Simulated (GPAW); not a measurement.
Consider BePd (Pm-3m).

```xyz
2
Lattice="2.8130 0.0000 0.0000 0.0000 2.8130 0.0000 0.0000 0.0000 2.8130" Properties=species:S:1:pos:R:3 pbc="T T T"
Pd    1.4065    1.4065    1.4065
Be    0.0000    0.0000    0.0000
```

Absorber: atom 2, with 8 Pd at 2.44 Å and 6 Be at 2.81 Å (cube and octahedron, as in bcc, site symmetry m-3m). Method: GPAW, LDA, excited-electron core hole (neutral cell), 24-atom cell with 6.9 Å between holes, 4×4×3 k points, dipole transitions, Gaussian full width 0.9 eV up to 4 eV, rising linearly to 3.5 eV at 25 eV.

Question: What does the Be K edge look like?

Main maxima up to 24 eV above the zero (height): 1.9 eV (1.20), 5.3 eV (3.78) and 15.6 eV (0.83). A K edge sees empty p states on the absorber. The total-energy difference is 115.03 eV. One term is added: -4.44 eV, since the hole is spin-paired here and a spin-polarised one costs that much less in the free atom (computed apart). The photon energy is then 110.59 eV. The tabulated edge of the element is 111.5 eV. The functional leaves an error in such absolute values: in the free atom LDA prices this hole 1.6 eV below PBE (computed apart), and PBE is itself good to a few eV.

The Be K spectrum (energy from the lowest empty level; intensity scaled to a mean of 1 over the first 20 eV):

| E (eV) | intensity |
| --- | --- |
| -2.0 | 0.00 |
| -1.5 | 0.00 |
| -1.0 | 0.01 |
| -0.5 | 0.11 |
| 0.0 | 0.59 |
| 0.5 | 1.00 |
| 1.0 | 0.97 |
| 1.5 | 1.07 |
| 2.0 | 1.18 |
| 2.5 | 0.91 |
| 3.0 | 0.98 |
| 3.5 | 1.05 |
| 4.0 | 1.15 |
| 4.5 | 1.95 |
| 5.0 | 3.48 |
| 5.5 | 3.61 |
| 6.0 | 2.58 |
| 6.5 | 1.83 |
| 7.0 | 1.52 |
| 7.5 | 1.28 |
| 8.0 | 1.04 |
| 8.5 | 0.81 |
| 9.0 | 0.57 |
| 9.5 | 0.37 |
| 10.0 | 0.28 |
| 10.5 | 0.28 |
| 11.0 | 0.31 |
| 11.5 | 0.37 |
| 12.0 | 0.43 |
| 12.5 | 0.49 |
| 13.0 | 0.54 |
| 13.5 | 0.60 |
| 14.0 | 0.67 |
| 14.5 | 0.75 |
| 15.0 | 0.81 |
| 15.5 | 0.83 |
| 16.0 | 0.82 |
| 16.5 | 0.80 |
| 17.0 | 0.78 |
| 17.5 | 0.74 |
| 18.0 | 0.69 |
| 18.5 | 0.63 |
| 19.0 | 0.59 |
| 19.5 | 0.56 |
| 20.0 | 0.56 |
| 20.5 | 0.56 |
| 21.0 | 0.57 |
| 21.5 | 0.57 |
| 22.0 | 0.58 |
| 22.5 | 0.59 |
| 23.0 | 0.59 |
| 23.5 | 0.60 |
| 24.0 | 0.61 |
| 24.5 | 0.62 |
| 25.0 | 0.65 |
| 25.5 | 0.69 |
| 26.0 | 0.73 |
| 26.5 | 0.77 |
| 27.0 | 0.79 |
| 27.5 | 0.80 |
| 28.0 | 0.78 |
| 28.5 | 0.73 |
| 29.0 | 0.67 |
| 29.5 | 0.60 |
| 30.0 | 0.54 |
| 30.5 | 0.49 |
| 31.0 | 0.47 |
| 31.5 | 0.46 |
| 32.0 | 0.47 |

The mesh is coarse (0.32 Å⁻¹ between points), so small maxima may be mesh ripples. The structure is a published determination, not relaxed.

[Banner, clock and machine lines of the logs are left out without a mark of their own.]

[Logs are printed without paths, hosts, clocks, repeated set-up lines and the standing remarks that a program may print on its own settings, such as how far it seeks lower states.]

[Hosts, paths, dates, database ids (printed as entryN), source tags and the programs' standing remarks are cut or masked in the printed files.]

[Lists of maxima count a maximum above −3 eV only where it reaches 4 % of the highest in the window and stands out from its surroundings by 2 % of it (1.5 % where it reaches 55 %); shoulders and weaker maxima are passed over, and of the rest the first, up to two pre-edge ones and the few strongest are named.]
